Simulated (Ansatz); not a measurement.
# Optical response of BN (Qingsongite), part 2 of 2

What colour and refractive index does BN (Qingsongite) have at this level of theory?

Ansatz 0.2.0; DFT, PBE, plane-wave PAW, default files, scalar-relativistic, independent-particle optical response without local fields.

So far. Step 2 (Ground state and bands): There is a gap, 4.47 eV on the path, so no carriers' term is needed. The cell is left with a pressure of 3.0 GPa, as it stands unrelaxed at this level.

## 3. Spectrum (continued)

From ε follow the optical constants at some laser and lamp lines:

```csv
wavelength (nm),n,k,R (%),1/α
1550,2.17,0.000,13.7,over 1 mm
633,2.19,0.000,13.9,over 1 mm
405,2.22,0.000,14.4,over 1 mm
365,2.24,0.000,14.6,over 1 mm
308,2.27,0.000,15.1,over 1 mm
248,2.33,0.000,16.0,over 1 mm
193,2.48,0.000,18.1,over 1 mm
```

Through 1 µm of it, D65 light comes out colourless, dimmed by reflection (x = 0.313, y = 0.330; 75 % transmitted).

The f-sum over the summed bands holds 6.6 of the cell's 8 electrons outside the frozen cores, 2 of which lie in bands more than 12 eV below the Fermi level, whose transitions come at higher energies. Up to 22 eV the strength has a mean oscillator energy of 13.0 eV, close to the main peak.

## 4. Static response with local fields

A static field by perturbation theory: the induced potential is included, and the Born charges come with it.

This step: DFT, PBE, plane-wave PAW, default files, scalar-relativistic, static field response by perturbation theory with local fields (Ansatz 0.2.0).

Contents of input.yaml:

```yaml
crystal:
  lattice:
    - [0.0, 1.8075, 1.8075]
    - [1.8075, 0.0, 1.8075]
    - [1.8075, 1.8075, 0.0]
  atoms:
    - { symbol: "N", position: [0.75, 0.75, 0.75] }
    - { symbol: B, position: [0.0, 0.0, 0.0] }
kpoints:
  mp_grid: { grid: [11, 11, 11] }
scf:
  occupations: { method: fixed }
hamiltonian:
  xc: pbe
  pseudopotentials: { kind: paw }
dielectric: {}
```

On the command line:

```bash
> ansatz run input.yaml --threads 4 --pin off --max-ram 8192MiB --backend cpu --events-out ev --progress --plain --runs-dir out
```

Numbers of over 12 decimals in the logs are rounded to 6 here.

Output:

```text
[...]
Crystal: 2 atoms, lattice volume = 11.810 Å³
Basis set: ecut = 420 eV, 259 PW (Γ), exchange–correlation on 36×36×36 points (8 copies of the dense FFT grid, shifted against one another)
Bands: 8, of which v1, the nominal top of the filled ones, is band 4 counted from 1 (3 counted from 0)
Symmetry: 24 space group operations
k-points: 216 of 1331 (irreducible under 4 space group operations, time reversal used)
[...]
SCF iter   1: F=—  HF=-542.274733 eV  |F-HF|=—  |Δ(HF+E_count)|=         —  Δρ=1.55e-3  dr2=1.43e-4  ethr=1.77e-3  ⟨swp⟩=3.9  Hψ=9819  notcnv=0  defer=359
[...]
SCF iter   6: F=-542.274914 eV  HF=-542.274914 eV  |F-HF|=6.03e-12  |Δ(HF+E_count)|=   4.07e-9  Δρ=6.68e-7  dr2=2.06e-11  ethr=1.25e-12  ⟨swp⟩=2.1  Hψ=7541  notcnv=0
SCF 1 converged in 6 iterations: F = -542.274914 eV  dr2 = 2.06e-11
[...]
DFPT response loops at Γ: preconditioner auto → none (the input reference at scf.mixing.eps_inf says where Resta's filter doesn't serve); β = 0.50; Broyden in place of MSR1
SCF converged after 6 iterations
Free energy (F): -542.274914 eV
[...]
Internal energy: -542.274914 eV  (E = F + TS)
E sigma→0 (E₀):  -542.274914 eV
Fermi energy:    11.179542 eV
[...]
--- Band table (eV; the first three rows and the last of 216) ---
[...]
--- Dielectric response (ions clamped): 1 representative field direction + reference, on 216 of 1331 k-points (Σ response iterations 6) ---
  k mesh reduced under 4 symmetry operations, with k and −k counted as one. Each operation leaves every solved perturbation unchanged. A smaller set is not considered because the run solves the response to a homogeneous field
  ε∞ (high-frequency dielectric tensor):
        4.605597     0.000000    -0.000000
       -0.000000     4.605597    -0.000000
        0.000000     0.000000     4.605597
  Born effective charges Z* (e; rows j = field, columns β = displacement):
    site 0:
        -1.91049    0.00000   -0.00000
        -0.00000   -1.91049    0.00000
        -0.00000   -0.00000   -1.91049
    site 1:
         1.91049   -0.00000    0.00000
         0.00000    1.91049   -0.00000
         0.00000    0.00000    1.91049
  Z* charge neutrality: 5.855e-6 e pre-enforcement
  k-mesh period / interband length: 28.1 Å / 1.29 Å = 21.81 at k = (0.0000, 0.0000, 0.0000), direct gap 8.831 eV — 14 or more, which is no proof of convergence
```

It took 1.1 s on 4 threads of AMD EPYC 9R45, shared host; peak memory 0.38 GiB; 3.8 s of CPU time.

Numbers from this step:

```
electronic dielectric constant ε∞, mean over x, y and z (by symmetry where fewer were run) : 4.606
```

ε∞ with local fields:

```
4.61 0.00 0.00
0.00 4.61 0.00
0.00 0.00 4.61
```

Diagonal elements. Born, by row:

```csv
atom,Z*xx (e),Z*yy (e),Z*zz (e)
N1,-1.91,-1.91,-1.91
B2,1.91,1.91,1.91
```

Mean Born charges are N -1.91 and B +1.91, against formal valences of -3 and +3. They fall short of the ionic values, as in covalent bonds.

## 5. Results

```
gap on the path                                                                                                                : 4.47 eV
least direct gap on the path                                                                                                   : 8.83 eV
electronic dielectric constant ε∞, mean over x, y and z (by symmetry where fewer were run) (independent particles)             : 4.71
absorption onset, first axis (α over 10⁴ cm⁻¹, or the direct gap if that lies higher)                                          : 8.83 eV
main peak of Im epsilon, first axis                                                                                            : 12.0 eV
electronic dielectric constant ε∞, mean over x, y and z (by symmetry where fewer were run) (static response with local fields) : 4.61
```

**Reading.** At this level (PBE, independent particles) BN has ε∞ = 4.71 (4.61 with local fields) and n = 2.17 at 1550 nm; absorption sets in near 8.8 eV, and Im ε peaks at 12.0 eV. The gap is indirect (4.47 eV), so absorption without phonons can begin only at the direct gap of 8.83 eV. Lines 0.2 eV wide carry a tail of absorption under the direct gap, past the threshold already at 8.61 eV. Absorption passes 10⁴ cm⁻¹ from the direct gap on, 8.83 eV, in the ultraviolet, so the visible is passed. Distinct maxima of Im ε, read by a parabola through the highest points, lie at 12.03 eV (18) and 14.53 eV (6.9). The f-sum over the summed bands holds 6.6 of the cell's 8 electrons outside the frozen cores, 2 of which lie in bands more than 12 eV below the Fermi level, whose transitions come at higher energies. Up to 22 eV the strength has a mean oscillator energy of 13.0 eV, close to the main peak. Through 1 µm of it, D65 light comes out colourless, dimmed by reflection (x = 0.313, y = 0.330; 75 % transmitted). With local fields and the functional's kernel the static response is 4.61 against 4.71 for independent particles (-2 %). In the base spectrum excitons and phonon-assisted transitions are missing, and so are local fields; PBE gaps are as a rule too small, which pulls the onset down and ε∞ up. In the base run ε includes the program's bounded estimate of what the bands above those summed add.

[Logs are printed without paths, hosts, clocks, repeated set-up lines and the standing remarks that a program may print on its own settings, such as how far it seeks lower states.]

[Hosts, paths, dates, database ids (printed as entryN), source tags and the programs' standing remarks are cut or masked in the printed files.]
